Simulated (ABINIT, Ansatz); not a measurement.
**CsPbCl3 (Pm-3m): G0W0 on several meshes in ABINIT**

How does the mesh move the gap of CsPbCl3 (Pm-3m)?

Calculated with ABINIT 10.8.3; PBE and many-body steps on it, plane waves.

### Step 1. The structure

The structure is cubic, space group Pm-3m (No. 221). The conventional cell has a = 5.605 Å, b = 5.605 Å, c = 5.605 Å, α = 90.00°, β = 90.00°, γ = 90.00°. Cs has 12 Cl at 3.96 Å nearest. Nearest to Pb lie 6 Cl at 2.80 Å. Nearest to Cl lie 2 Pb at 2.80 Å and 4 Cs at 3.96 Å. Farther neighbours and most contacts between anions are not listed.

The cell and positions come from the Crystallography Open Database and are kept as given unless a step says otherwise. Spin-orbit coupling is left out unless a step names it.

### Step 2. Empty states on the mesh, 2×2×2 mesh, 605 bands

This step: ABINIT 10.8.3; DFT, PBE, plane waves, norm-conserving pseudopotentials.

The sums over transitions need many empty states on a uniform mesh; this step solves for them.

run.abi

```
acell 3*1.0 Angstrom
rprim 
  5.605000000000 0.000000000000 0.000000000000
  0.000000000000 5.605000000000 0.000000000000
  0.000000000000 0.000000000000 5.605000000000
ntypat 3
znucl 55 82 17
natom 5
typat 1 2 3 3 3
xred 
  0.000000000000 0.000000000000 0.000000000000
  0.500000000000 0.500000000000 0.500000000000
  0.500000000000 0.500000000000 0.000000000000
  0.000000000000 0.500000000000 0.500000000000
  0.500000000000 0.000000000000 0.500000000000
pp_dirpath "pseudos"
pseudos "Cs.upf, Pb.upf, Cl.upf"
ecut 32
ngkpt 2 2 2
nshiftk 1
shiftk 0 0 0
kptopt 1
chksymbreak 0
iscf -2
irdden 1
istwfk *1
nband 605
nbdbuf 54
tolwfr 1e-09
nstep 60
prtvol 0
indata_prefix "in"
outdata_prefix "out"
tmpdata_prefix "tmp"
```

The run is started by

```
$ OMP_NUM_THREADS=1 mpirun -n 4 abinit run.abi > log
```

Numbers of over 12 decimals in the logs are rounded to 6 here.

The program printed:

```text
.Version 10.8.3 of ABINIT. v10.8.2 released Aug 2026.

 Symmetries : space group Pm -3 m (#221); Bravais cP (primitive cubic)
[... echo of the input left out ...]
== DATASET  1 ==================================================================
-   mpi_nproc: 4, omp_nthreads: 1 (-1 if OMP is not activated)

--- !DatasetInfo
iteration_state: {dtset: 1, }
dimensions: {natom: 5, nkpt: 4, mband: 605, nsppol: 1, nspinor: 1, nspden: 1, mpw: 10280, }
cutoff_energies: {ecut:  32.0, pawecutdg:  -1.0, }
[...]
4.44309    4.45206    4.45908    4.45909    4.45909    4.46335    4.48515    4.48528
   4.48538    4.50265    4.50319    4.50784    4.51625    4.51682    4.51710    4.51966
   4.52031    4.52253    4.54218    4.54479    4.54835
 prteigrs : prtvol=0 or 1, do not print more k-points.

== END DATASET(S) ==============================================================
================================================================================

 -outvars: echo values of variables after computation  --------
            nband         605
             nkpt           4
          spgroup         221
 [... the other variables as echoed above ...]

 Calculation completed.
```

Elapsed: 12 min, on 4 MPI ranks of Arm Neoverse V1, shared host; peak memory 0.9 GiB; 47 min of CPU time.

This step gave:

```
gap                                                           : 1.932 eV
k of the valence top                                          : 0.5, 0.5, 0.5
k of the conduction bottom                                    : 0.5, 0.5, 0.5
least direct gap                                              : 1.932 eV
k points computed                                             : 4
lowest point of the top converged band, above the valence top : 111.6159 eV
```

On this mesh the gap is 1.932 eV.

The density comes from a self-consistent run that is not shown.

### Step 3. Screening, 2×2×2 mesh, 240 bands, screening to 141.5 eV

The RPA dielectric matrix is built and inverted for each q.

This step: RPA screening on PBE, plane waves, norm-conserving pseudopotentials.

run.abi, as its differences from that of step 2:

```diff
@@ -23,10 +23,11 @@
 chksymbreak 0
-iscf -2
-irdden 1
 istwfk *1
-nband 605
-nbdbuf 54
-tolwfr 1e-09
-nstep 60
-prtvol 0
+occopt 1
+irdwfk 1
+optdriver 3
+nband 240
+ecuteps 5.2
+inclvkb 2
+awtr 1
+symchi 1
 indata_prefix "in"
```

The program printed:

```text
.Version 10.8.3 of ABINIT. v10.8.2 released Aug 2026.

 Symmetries : space group Pm -3 m (#221); Bravais cP (primitive cubic)
[... echo of the input left out ...]
== DATASET  1 ==================================================================
-   mpi_nproc: 4, omp_nthreads: 1 (-1 if OMP is not activated)

--- !DatasetInfo
iteration_state: {dtset: 1, }
dimensions: {natom: 5, nkpt: 4, mband: 240, nsppol: 1, nspinor: 1, nspden: 1, mpw: 10280, }
cutoff_energies: {ecut:  32.0, pawecutdg:  -1.0, }
electrons: {nelect:   5.20000000E+01, charge:   0.00000000E+00, occopt:   1.00000000E+00, tsmear:   1.00000000E-02, }

 SCREENING: Calculation of the susceptibility and dielectric matrices

 Based on a program developped by R.W. Godby, V. Olevano, G. Onida, and L. Reining.
 Incorporated in ABINIT by V. Olevano, G.-M. Rignanese, and M. Torrent.
.Using double precision arithmetic ; gwpc =  8

[... cell and pseudopotentials left out ...]
--------------------------------------------------------------------------------

 ==== K-mesh for the wavefunctions ====
 Number of points in the irreducible wedge :     4
[... list of points left out ...]
 Together with 48 symmetry operations and time-reversal symmetry
 yields     8 points in the full Brillouin Zone.

 ==== Q-mesh for the screening function ====
 Number of points in the irreducible wedge :     4
[... list of points left out ...]
 Together with 48 symmetry operations and time-reversal symmetry
 yields     8 points in the full Brillouin Zone.

 setmesh: FFT mesh size selected  =    40x   40x   40
          total number of points  =        64000

 vcoul_init : cutoff-mode = AUXILIARY_FUNCTION
 q-points for optical limit:   1
     1)      0.000010    0.000020    0.000030

- screening: taking advantage of time-reversal symmetry
- Maximum band index for partially occupied states nbvw = 26
- Remaining bands to be divided among processors   nbcw = 214
- Number of bands treated by each node ~53

 Number of electrons calculated from density =   52.0000; Expected =   52.0000
 average of density, n =  0.043760
 r_s =    1.7604
 omega_plasma =   20.1788 [eV]

 calculating chi0 at frequencies [eV] :
  1    0.000000E+00    0.000000E+00
  2    0.000000E+00    2.017881E+01

--------------------------------------------------------------------------------
  q-point number  1        q = ( 0.000000, 0.000000, 0.000000) [r.l.u.]
--------------------------------------------------------------------------------
[... chi0 elements left out ...]
 For q-point:  0.000010 0.000020 0.000030
  dielectric constant =   7.2238
  dielectric constant without local fields =   8.2198

  Average fulfillment of the sum rule on Im[epsilon] for q-point    1 :     72.24  [%]
[... wings left out ...]
  q-point number  2        q = ( 0.500000, 0.000000, 0.000000) [r.l.u.]
--------------------------------------------------------------------------------
[... chi0 elements left out ...]
  Average fulfillment of the sum rule on Im[epsilon] for q-point    2 :     77.65  [%]

 [... 2 further q-points ...]
```

Wall time 1.8 min (4 MPI ranks); peak memory 2.3 GiB; 7.3 min of CPU time.

Numbers from this step:

```yaml
eps_infinity_with_local_fields_on_this_mesh_along_the_program_s_q_direction: 7.224
the_same_without_local_fields: 8.220
plasma_frequency: 20.18 eV
plane_waves_in_the_screening_matrix: 691
```

Local fields lower ε∞ by 12 %. On a Γ-centred mesh this coarse the value itself is usually too large, while a short band sum pulls it down.

### Step 4. 2×2×2

The self-energy is evaluated for the states that the input lists, and the levels follow from it, in one-shot runs by the linearised quasiparticle equation.

This step: G0W0 on PBE, plane waves, norm-conserving pseudopotentials.

run.abi, as its differences from that of step 3:

```diff
@@ -26,8 +26,17 @@
 irdwfk 1
-optdriver 3
+optdriver 4
 nband 240
+gwcalctyp 0
+ecutsigx 32
+symsigma 1
+nkptgw 2
+kptgw 
+  0.5000000000 0.5000000000 0.5000000000
+  0.0000000000 0.0000000000 0.0000000000
+bdgw 
+  23 29
+  24 29
 ecuteps 5.2
-inclvkb 2
-awtr 1
-symchi 1
+irdscr 1
+ppmodel 1
 indata_prefix "in"
```

The program printed:

```text
.Version 10.8.3 of ABINIT. v10.8.2 released Aug 2026.

 Symmetries : space group Pm -3 m (#221); Bravais cP (primitive cubic)
[... echo of the input left out ...]
== DATASET  1 ==================================================================
-   mpi_nproc: 4, omp_nthreads: 1 (-1 if OMP is not activated)

--- !DatasetInfo
iteration_state: {dtset: 1, }
dimensions: {natom: 5, nkpt: 4, mband: 240, nsppol: 1, nspinor: 1, nspden: 1, mpw: 10280, }
cutoff_energies: {ecut:  32.0, pawecutdg:  -1.0, }
electrons: {nelect:   5.20000000E+01, charge:   0.00000000E+00, occopt:   1.00000000E+00, tsmear:   1.00000000E-02, }

 SIGMA: Calculation of the GW corrections

 Based on a program developped by R.W. Godby, V. Olevano, G. Onida, and L. Reining.
 Incorporated in ABINIT by V. Olevano, G.-M. Rignanese, and M. Torrent.
.Using double precision arithmetic ; gwpc =  8

[... cell and pseudopotentials left out ...]
--------------------------------------------------------------------------------

 ==== K-mesh for the wavefunctions ====
 Number of points in the irreducible wedge :     4
[... list of points left out ...]
 Together with 48 symmetry operations and time-reversal symmetry
 yields     8 points in the full Brillouin Zone.

 ==== Q-mesh for screening function ====
 Number of points in the irreducible wedge :     4
[... list of points left out ...]
 Together with 48 symmetry operations and time-reversal symmetry
 yields     8 points in the full Brillouin Zone.

 vcoul_init : cutoff-mode = AUXILIARY_FUNCTION
 q-points for optical limit:   1
     1)      0.000010    0.000020    0.000030
 setmesh: FFT mesh size selected  =    54x   54x   54
          total number of points  =       157464

 Number of electrons calculated from density =   52.0000; Expected =   52.0000
 average of density, n =  0.043760
 r_s =    1.7604
 omega_plasma =   20.1788 [eV]

 === KS Band Gaps ===
  >>>> For spin  1
   Minimum direct gap =   1.9318 [eV], located at k-point      :   0.5000  0.5000  0.5000
   Fundamental gap    =   1.9318 [eV], Top of valence bands at :   0.5000  0.5000  0.5000
                                       Bottom of conduction at :   0.5000  0.5000  0.5000
 SIGMA fundamental parameters:
 PLASMON POLE MODEL  1
 number of plane-waves for SigmaX                10251
 number of plane-waves for SigmaC and W            691
 number of plane-waves for wavefunctions         10251
 number of bands                                   240
 number of independent spin polarizations            1
 number of spinorial components                      1
 number of k-points in IBZ                           4
 number of q-points in IBZ                           4
 number of symmetry operations                      48
 number of k-points in BZ                            8
 number of q-points in BZ                            8
 number of frequencies for dSigma/dE                 9
 frequency step for dSigma/dE [eV]                0.25
 number of omega for Sigma on real axis              0
 max omega for Sigma on real axis  [eV]           0.00
 zcut for avoiding poles [eV]                     0.10

 EPSILON^-1 parameters (SCR file):
 dimension of the eps^-1 matrix on file            691
 dimension of the eps^-1 matrix used               691
 number of plane-waves for wavefunctions         10251
 number of bands                                   240
 number of q-points in IBZ                           4
 number of frequencies                               2
 number of real frequencies                          1
 number of imag frequencies                          1

 matrix elements of self-energy operator (all in [eV])

 Perturbative Calculation

--- !SelfEnergy_ee
iteration_state: {dtset: 1, }
kpoint     : [   0.500,    0.500,    0.500, ]
spin       : 1
KS_gap     :    1.932
QP_gap     :    3.212
Delta_QP_KS:    1.280
data: !SigmaeeData |
     Band     E0 <VxcDFT>   SigX SigC(E0)      Z dSigC/dE  Sig(E)    E-E0       E
       23   0.573 -14.257 -18.504   2.908   0.772  -0.296 -15.290  -1.033  -0.460
       24   0.573 -14.257 -18.504   2.908   0.772  -0.296 -15.290  -1.033  -0.460
       25   0.573 -14.257 -18.504   2.908   0.772  -0.296 -15.290  -1.033  -0.460
       26   2.787 -15.725 -17.975   1.562   0.792  -0.263 -16.270  -0.545   2.243
       27   4.719 -10.379  -6.296  -3.188   0.821  -0.217  -9.644   0.736   5.455
       28   4.719 -10.379  -6.296  -3.188   0.821  -0.217  -9.644   0.736   5.455
[...]
--- !SelfEnergy_ee
iteration_state: {dtset: 1, }
kpoint     : [   0.000,    0.000,    0.000, ]
spin       : 1
KS_gap     :    5.879
QP_gap     :    7.175
Delta_QP_KS:    1.296
data: !SigmaeeData |
     Band     E0 <VxcDFT>   SigX SigC(E0)      Z dSigC/dE  Sig(E)    E-E0       E
[...]
27   6.131  -6.348  -2.686  -3.347   0.843  -0.187  -6.083   0.265   6.396
       28   7.070  -6.633  -2.878  -3.243   0.843  -0.186  -6.201   0.432   7.502
       29   7.070  -6.633  -2.878  -3.243   0.843  -0.186  -6.201   0.432   7.502

== END DATASET(S) ==============================================================
================================================================================

 -outvars: echo values of variables after computation  --------
           etotal      0.0000000000E+00
            nband         240
             nkpt           4
          spgroup         221
 [... the other variables as echoed above ...]

 Calculation completed.
```

Elapsed: 74 s, on 4 MPI ranks; peak memory 2.2 GiB; 4.9 min of CPU time.

Numbers from this step:

| Property | Result |
| --- | --- |
| G0W0 gap on the points computed | 3.212 eV |
| starting gap on the mesh | 1.932 eV |
| k of the valence top | 0.5, 0.5, 0.5 |
| k of the conduction bottom | 0.5, 0.5, 0.5 |
| Z at the valence top | 0.792 |
| Z at the conduction bottom | 0.821 |
| least direct G0W0 gap on the computed points | 3.212 eV |

The gap on the mesh goes from 1.93 eV to 3.21 eV, a correction of +1.28 eV.

### Step 5. Empty states on the mesh, 4×4×4 mesh, 264 bands

This step: DFT, PBE, plane waves, norm-conserving pseudopotentials.

run.abi, as its differences from that of step 4:

```diff
@@ -18,3 +18,3 @@
 ecut 32
-ngkpt 2 2 2
+ngkpt 4 4 4
 nshiftk 1
@@ -23,20 +23,10 @@
 chksymbreak 0
+iscf -2
+irdden 1
 istwfk *1
-occopt 1
-irdwfk 1
-optdriver 4
-nband 240
-gwcalctyp 0
-ecutsigx 32
-symsigma 1
-nkptgw 2
-kptgw 
-  0.5000000000 0.5000000000 0.5000000000
-  0.0000000000 0.0000000000 0.0000000000
-bdgw 
-  23 29
-  24 29
-ecuteps 5.2
-irdscr 1
-ppmodel 1
+nband 264
+nbdbuf 24
+tolwfr 1e-09
+nstep 60
+prtvol 0
 indata_prefix "in"
```

The program printed:

```text
.Version 10.8.3 of ABINIT. v10.8.2 released Aug 2026.

 Symmetries : space group Pm -3 m (#221); Bravais cP (primitive cubic)
[... echo of the input left out ...]
== DATASET  1 ==================================================================
-   mpi_nproc: 4, omp_nthreads: 1 (-1 if OMP is not activated)

--- !DatasetInfo
iteration_state: {dtset: 1, }
dimensions: {natom: 5, nkpt: 10, mband: 264, nsppol: 1, nspinor: 1, nspden: 1, mpw: 10315, }
cutoff_energies: {ecut:  32.0, pawecutdg:  -1.0, }
[...]
2.33660    2.34082    2.34082    2.34082    2.34897    2.34897    2.34897    2.35024
   2.35024    2.36402    2.36402    2.36679    2.41336    2.41337    2.41338    2.45800
 prteigrs : prtvol=0 or 1, do not print more k-points.

== END DATASET(S) ==============================================================
================================================================================

 -outvars: echo values of variables after computation  --------
            nband         264
             nkpt          10
          spgroup         221
 [... the other variables as echoed above ...]

 Calculation completed.
```

The job ended after 8.3 min (4 MPI ranks; peak memory 0.75 GiB).

This step gave:

```
gap                                                           : 1.932 eV
k of the valence top                                          : 0.5, 0.5, 0.5
k of the conduction bottom                                    : 0.5, 0.5, 0.5
least direct gap                                              : 1.932 eV
k points computed                                             : 10
lowest point of the top converged band, above the valence top : 58.9540 eV
```

On this mesh the gap is 1.932 eV.

### Step 6. Screening, 4×4×4 mesh, 240 bands, screening to 141.5 eV

This step: RPA screening on PBE, plane waves, norm-conserving pseudopotentials.

run.abi, as its differences from that of step 5:

```diff
@@ -23,10 +23,11 @@
 chksymbreak 0
-iscf -2
-irdden 1
 istwfk *1
-nband 264
-nbdbuf 24
-tolwfr 1e-09
-nstep 60
-prtvol 0
+occopt 1
+irdwfk 1
+optdriver 3
+nband 240
+ecuteps 5.2
+inclvkb 2
+awtr 1
+symchi 1
 indata_prefix "in"
```

The program printed:

```text
.Version 10.8.3 of ABINIT. v10.8.2 released Aug 2026.

 Symmetries : space group Pm -3 m (#221); Bravais cP (primitive cubic)
[... echo of the input left out ...]
== DATASET  1 ==================================================================
-   mpi_nproc: 4, omp_nthreads: 1 (-1 if OMP is not activated)

--- !DatasetInfo
iteration_state: {dtset: 1, }
dimensions: {natom: 5, nkpt: 10, mband: 240, nsppol: 1, nspinor: 1, nspden: 1, mpw: 10315, }
cutoff_energies: {ecut:  32.0, pawecutdg:  -1.0, }
electrons: {nelect:   5.20000000E+01, charge:   0.00000000E+00, occopt:   1.00000000E+00, tsmear:   1.00000000E-02, }

 SCREENING: Calculation of the susceptibility and dielectric matrices

 Based on a program developped by R.W. Godby, V. Olevano, G. Onida, and L. Reining.
 Incorporated in ABINIT by V. Olevano, G.-M. Rignanese, and M. Torrent.
.Using double precision arithmetic ; gwpc =  8

[... cell and pseudopotentials left out ...]
--------------------------------------------------------------------------------

 ==== K-mesh for the wavefunctions ====
 Number of points in the irreducible wedge :    10
[... list of points left out ...]
 Together with 48 symmetry operations and time-reversal symmetry
 yields    64 points in the full Brillouin Zone.

 ==== Q-mesh for the screening function ====
 Number of points in the irreducible wedge :    10
[... list of points left out ...]
 Together with 48 symmetry operations and time-reversal symmetry
 yields    64 points in the full Brillouin Zone.

 setmesh: FFT mesh size selected  =    40x   40x   40
          total number of points  =        64000

 vcoul_init : cutoff-mode = AUXILIARY_FUNCTION
 q-points for optical limit:   1
     1)      0.000010    0.000020    0.000030

- screening: taking advantage of time-reversal symmetry
- Maximum band index for partially occupied states nbvw = 26
- Remaining bands to be divided among processors   nbcw = 214
- Number of bands treated by each node ~53

 Number of electrons calculated from density =   52.0000; Expected =   52.0000
 average of density, n =  0.043760
 r_s =    1.7604
 omega_plasma =   20.1788 [eV]

 calculating chi0 at frequencies [eV] :
  1    0.000000E+00    0.000000E+00
  2    0.000000E+00    2.017881E+01

--------------------------------------------------------------------------------
  q-point number  1        q = ( 0.000000, 0.000000, 0.000000) [r.l.u.]
--------------------------------------------------------------------------------
[... chi0 elements left out ...]
 For q-point:  0.000010 0.000020 0.000030
  dielectric constant =   4.3358
  dielectric constant without local fields =   4.9658

  Average fulfillment of the sum rule on Im[epsilon] for q-point    1 :     72.31  [%]
[... wings left out ...]
  q-point number  2        q = ( 0.250000, 0.000000, 0.000000) [r.l.u.]
--------------------------------------------------------------------------------
[... chi0 elements left out ...]
  Average fulfillment of the sum rule on Im[epsilon] for q-point    2 :     82.17  [%]

 [... 8 further q-points ...]
```

Elapsed: 16 min, on 4 MPI ranks; peak memory 4.5 GiB; 64 min of CPU time.

Numbers from this step:

```
ε∞ with local fields, on this mesh, along the program's q direction : 4.336
the same without local fields                                       : 4.966
plasma frequency                                                    : 20.18 eV
plane waves in the screening matrix                                 : 691
```

(Part 1 of 2 ends here.)

[Paths, hosts, dates, memory and timing lines, banners, echoed tables and standing remarks are left out of the program output.]

[Logs are printed without paths, hosts, clocks, repeated set-up lines and the standing remarks that a program may print on its own settings, such as how far it seeks lower states.]

[Runs of the session that timed out or met a known fault of the program may be left out.]

[Hosts, paths, dates, database ids (printed as entryN), source tags and the programs' standing remarks are cut or masked in the printed files.]

[G0W0 gaps are taken among the corrected bands and points alone; a level outside them can change the order at an edge.]

[Where Ansatz stands beside ABINIT at settings called matched, ABINIT's density can come from a denser mesh and the files from another edition; pairs whose starting gaps differed by over 0.03 eV were left out, so agreement reads better than it is.]
